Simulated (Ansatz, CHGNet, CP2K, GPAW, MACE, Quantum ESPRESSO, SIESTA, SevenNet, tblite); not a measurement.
**How far do other methods lie from plane waves? H16C6Br2N2O (Pca2_1) (108 atoms)**

One geometry of H16C6Br2N2O (Pca2_1) (108 atoms) is solved by several programs and methods. How far do their forces lie from a plane-wave PBE run?

Results are calculated, not measured.

### 1. The structure

The cell holds 108 atoms (64 H, 24 C, 8 Br, 8 N and 4 O), with edges of 12.38, 8.32 and 9.88 Å. Recipe: H16C6Br2N2O, space group Pca2_1, structure from the Crystallography Open Database, 1 x 1 x 1 conventional cells; every coordinate displaced by a Gaussian of 0.02 Å; bonds to H set to neutron lengths (C-H 1.089, N-H 1.015, O-H 0.983, B-H 1.19 Å) where the listed ones are shorter. Then every atom was moved at random, 0.03 Å r.m.s. a Cartesian component (hydrogen 0.6 of that). The density is 1.91 g/cm³.

### 2. The reference input

Quantum ESPRESSO 7.5: Kohn-Sham DFT, PBE, SSSP efficiency 1.3.0 pseudopotentials, plane waves. Its input, pw.in:

```
&control
  calculation = 'scf'
  pseudo_dir = './pseudo'
  outdir = './tmp'
  disk_io = 'none'
  tprnfor = .true.
  tstress = .true.
/
&system
  ibrav = 0
  nat = 108
  ntyp = 5
  ecutwfc = 60
  ecutrho = 480
  nosym = .true.
  occupations = 'smearing'
  smearing = 'fd'
  degauss = 0.003675
/
&electrons
  conv_thr = 5.4e-07
  electron_maxstep = 100
  mixing_beta = 0.4
  mixing_mode = 'plain'
  diagonalization = 'david'
/
ATOMIC_SPECIES
H 1.008 H.upf
C 12.011 C.upf
Br 79.904 Br.upf
N 14.007 N.upf
O 15.999 O.upf
CELL_PARAMETERS angstrom
12.38280 0.00000 0.00000
0.00000 8.31850 0.00000
0.00000 0.00000 9.88060
ATOMIC_POSITIONS crystal
H 0.22144 0.73899 0.18703
H 0.78389 0.26462 0.68975
H 0.72101 0.27013 0.18947
H 0.28038 0.74043 0.69151
[... 102 atom lines left out ...]
O 0.58944 0.13178 0.24378
O 0.40498 0.87620 0.73810
K_POINTS gamma
```

```console
$ OMP_NUM_THREADS=1 mpirun -np 2 pw.x -in pw.in > output.txt
```

The job ended after 2.1 min (2 MPI ranks of Arm Neoverse V1, shared host; peak memory 2.6 GiB; 4.3 min of CPU time).

It converged with an r.m.s. force component of 1.3 eV/Å and a pressure of 3.1 GPa.

Its highest filled and lowest empty levels lie 4.74 eV apart on its k-points.

### 3. What was run beside it

- CHGNet: machine-learned potential, published weights.
- CP2K 2026.2: Gaussian basis with GTH pseudopotentials and a plane-wave density; labels give functional, basis (MOLOPT sets; SR short-range, UZH the newer set with its own potentials), grid cutoff/relative cutoff and solver (OT: orbital transformation; TRS4, TC2, SIGN: linear-scaling purification with its sparsity filter), or its built-in tight binding.
- GPAW 26.7.0: PAW with atomic orbitals (LCAO), plane waves or a real-space grid of spacing h.
- MACE: machine-learned potential, published weights.
- Quantum ESPRESSO 7.5: plane waves; labels (QE) give functional, pseudopotential set and cutoffs of waves/density.
- SIESTA 5.4.2: numerical atomic orbitals, whose automatically made sets are far from complete, with PseudoDojo norm-conserving potentials that we converted to its format (checked against plane waves on the same files for H, C, O, Si, Ge and Ca alone); labels give functional, basis size, energy shift and mesh cutoff.
- SevenNet: machine-learned potential, published weights.
- tblite 0.8.0: extended tight binding, driven from Python.

All use the same cell and atoms, and the electronic-structure runs the same k-mesh.

### 4. Side by side

Differences are against the reference: forces as r.m.s. over components, share as that over the reference's r.m.s. force, slope as the fitted ratio of a run's forces to the reference's.

| run | Δ force, r.m.s. (meV/Å) | share (%) | slope | Δ pressure (GPa) | Δ gap (eV) | cores | CPU time | memory (GiB) |
| --- | --- | --- | --- | --- | --- | --- | --- | --- |
| reference | - | - | - | - | - | 2 | 4.3 min | 2.6 |
| CHGNet 0.3.0 potential | 186 | 14.5 | 0.921 | -0.703 | - | 1 | 4.7 s | 2.4 |
| CP2K GFN1-xTB, OT DIIS | 232 | 18.0 | 0.959 | -5.83 | - | 1 | 4.8 s | 0.33 |
| CP2K PBE, DZVP-MOLOPT-SR, 210/50 Ry, OT DIIS (coarse) | 85.4 | 6.63 | 1.029 | 0.310 | 0.909 | 2 | 8.5 min | 0.57 |
| CP2K PBE, DZVP-MOLOPT-SR, 600/20 Ry, OT DIIS (coarse) | 61.1 | 4.74 | 1.023 | 0.380 | 0.910 | 4 | 5.9 min | 2.5 |
| CP2K PBE, DZVP-MOLOPT-SR, 600/50 Ry, OT DIIS | 66.6 | 5.17 | 1.029 | 0.283 | 0.909 | 4 | 11 min | 2.5 |
| CP2K PBE, SZV-MOLOPT-SR, 600/50 Ry, OT DIIS (coarse) | 1042 | 80.9 | 1.437 | 5.79 | 0.0796 | 2 | 9.3 min | 1.4 |
| CP2K PBE, SZV-MOLOPT-SR, 600/50 Ry, TRS4 filter 1e-04, SCF 1e-05 (coarse) | 1035 | 80.3 | 1.431 | 5.95 | - | 1 | 41 s | 1.3 |
| CP2K PBE, SZV-MOLOPT-SR, 600/50 Ry, TRS4 filter 1e-06, SCF 1e-06 (coarse) | 1041 | 80.8 | 1.437 | 5.79 | - | 1 | 63 s | 1.3 |
| CP2K PBE, SZV-MOLOPT-SR, 600/50 Ry, TRS4 filter 1e-07, SCF 1e-07 (coarse) | 1041 | 80.9 | 1.437 | 5.79 | - | 1 | 72 s | 1.3 |
| CP2K PBE, TZVP-MOLOPT, 600/50 Ry, OT DIIS | 41.0 | 3.19 | 1.016 | 0.402 | 0.113 | 4 | 85 min | 3.4 |
| GPAW PBE, LCAO dzp, h 0.18 Å | 322 | 25.0 | 1.104 | - | 0.0457 | 2 | 98 s | 1.3 |
| GPAW PBE, LCAO sz(dzp), h 0.18 Å (coarse) | 2128 | 165 | 1.578 | - | -1.76 | 1 | 32 s | 0.87 |
| GPAW revPBE, LCAO dzp, h 0.18 Å | 280 | 21.7 | 1.105 | - | 0.199 | 2 | 96 s | 1.4 |
| MACE MPA-0 medium potential | 99.4 | 7.71 | 0.966 | 1.65 | - | 1 | 8.5 s | 1.4 |
| QE PBE+D3(BJ), sssp-1.3.0-efficiency, 60/480 Ry | 4.32 | 0.336 | 1.000 | -1.29 | 0 | 2 | 4.3 min | 2.6 |
| SIESTA PBE, DZP, shift 0.01 Ry, mesh 100 Ry (coarse) | 365 | 28.3 | 1.107 | 1.79 | 0.0057 | 1 | 35 s | 0.4 |
| SIESTA PBE, DZP, shift 0.01 Ry, mesh 500 Ry | 365 | 28.4 | 1.108 | 1.78 | 0.005 | 2 | 3.9 min | 1.8 |
| SIESTA PBE, SZ, shift 0.01 Ry, mesh 500 Ry (coarse) | 2268 | 176 | 1.615 | 16.6 | -1.90 | 1 | 77 s | 0.78 |
| SIESTA PBE, SZ, shift 0.02 Ry, mesh 500 Ry (coarse) | 2199 | 171 | 1.603 | 14.7 | -2.06 | 1 | 66 s | 0.7 |
| SIESTA PBE, SZ, shift 0.02 Ry, mesh 500 Ry, orbital minimisation (coarse) | 2199 | 171 | 1.603 | 14.7 | - | 2 | 2 min | 0.94 |
| SIESTA PBE, SZP, shift 0.01 Ry, mesh 500 Ry (coarse) | 1231 | 95.6 | 1.325 | 5.26 | -0.707 | 2 | 3.1 min | 1.7 |
| SevenNet l3i5 potential | 99.2 | 7.71 | 0.980 | 0.0972 | - | 1 | 12 s | 2.2 |
| tblite GFN2-xTB | 263 | 20.5 | 0.880 | -3.61 | - | 1 | 9.6 s | 0.14 |

Rows marked coarse were listed beforehand as settings not expected to be converged; some can still land near the reference.

Times of the machine-learned potentials are mostly Python's start and the loading of weights.

Left out, with forces off by over 50 eV/Å: tblite GFN1-xTB.

Runs without a result: CP2K PBE, SZV-MOLOPT-SR, 600/50 Ry, OT DIIS (cut off at its time limit).

CPU time is summed over cores on shared hosts, so it is rough.

### 5. What came out

Forces lie from 0.34 % (QE PBE+D3(BJ), sssp-1.3.0-efficiency, 60/480 Ry) to 176 % (SIESTA PBE, SZ, shift 0.01 Ry, mesh 500 Ry, coarse) of the reference's r.m.s. force of 1.3 eV/Å away from it. The PBE runs in local orbitals, coarse settings apart, differ by 3.2 % (CP2K PBE, TZVP-MOLOPT, 600/50 Ry, OT DIIS) to 28 % (SIESTA PBE, DZP, shift 0.01 Ry, mesh 500 Ry); basis, grid and potentials can all enter. Tight binding differs by 18 % (CP2K GFN1-xTB, OT DIIS) to 20 % (tblite GFN2-xTB); it is another model, with fitted parameters of its own, and the xTB methods hold dispersion. Machine-learned potentials differ by 7.7 % (SevenNet l3i5 potential) to 14 % (CHGNet 0.3.0 potential); they were trained on other programs' data.

In the reference's own program, potentials and cutoffs, a change of model alone moves forces by 0.34 % (QE PBE+D3(BJ), sssp-1.3.0-efficiency, 60/480 Ry). Other rows with another functional or a dispersion term differ by 22 % (GPAW revPBE, LCAO dzp, h 0.18 Å), which mixes the change of model with differences of basis and potentials. Runs with settings chosen to be coarse differ by 4.7 % (CP2K PBE, DZVP-MOLOPT-SR, 600/20 Ry, OT DIIS) to 176 % (SIESTA PBE, SZ, shift 0.01 Ry, mesh 500 Ry), their programs' other errors included. SIESTA PBE, DZP, shift 0.01 Ry, mesh 500 Ry stiffens the forces by a factor of 1.11 while following their directions (correlation 0.973). From CP2K PBE, DZVP-MOLOPT-SR, 210/50 Ry, OT DIIS to the finer CP2K PBE, DZVP-MOLOPT-SR, 600/50 Ry, OT DIIS the share falls from 6.6 to 5.2 %. From SIESTA PBE, DZP, shift 0.01 Ry, mesh 100 Ry to the finer SIESTA PBE, DZP, shift 0.01 Ry, mesh 500 Ry the share goes from 28.3 to 28.4 %, so the grid isn't what parts these runs from the reference. Pressures at PBE, coarse settings apart, lie +0.28 to +1.78 GPa from the reference's. Gaps at PBE, coarse settings apart, lie +0.01 to +0.91 eV from the reference's, on k-points that hold the band edges only if these fold onto them.

**Limits.** Periodic xTB results under one method name differ between programs and library versions. With short bonds to hydrogen, sets of potentials differ among themselves by several per cent in forces even at converged cutoffs, so the reference isn't exact here either. The reference's pressure holds the uncorrected Pulay stress of its 60 Ry basis, so small pressure differences may be the reference's own error. Machine-learned potentials mimic data converged in k, so the reference's own k-point error enters their differences. The reference's PBE has no dispersion term, which matters for the binding between molecules or layers. The published positions, changed by the recipe (random displacements or longer bonds to H), lie far from the minimum at this level of theory. The electronic-structure runs sample only Γ, in a cell whose shortest periodic width is 8 Å. The reference's pressure of 3.1 GPa reflects the volume that the recipe set, positions that aren't this level's minimum and the coarse k-sampling. Spin–orbit coupling is left out. Where levels are smeared, the DFT runs use Fermi–Dirac occupations at 580 K (0.05 eV), and energies are free energies. The atoms were displaced at random, and shares hang on the size of the forces that this gives. The reference's cutoffs and mesh weren't converged further here.

[Logs are printed without paths, hosts, clocks, repeated set-up lines and the standing remarks that a program may print on its own settings, such as how far it seeks lower states.]

[Hosts, paths, dates, database ids (printed as entryN), source tags and the programs' standing remarks are cut or masked in the printed files.]

[Cells were taken only where this reference lay near another plane-wave run.]
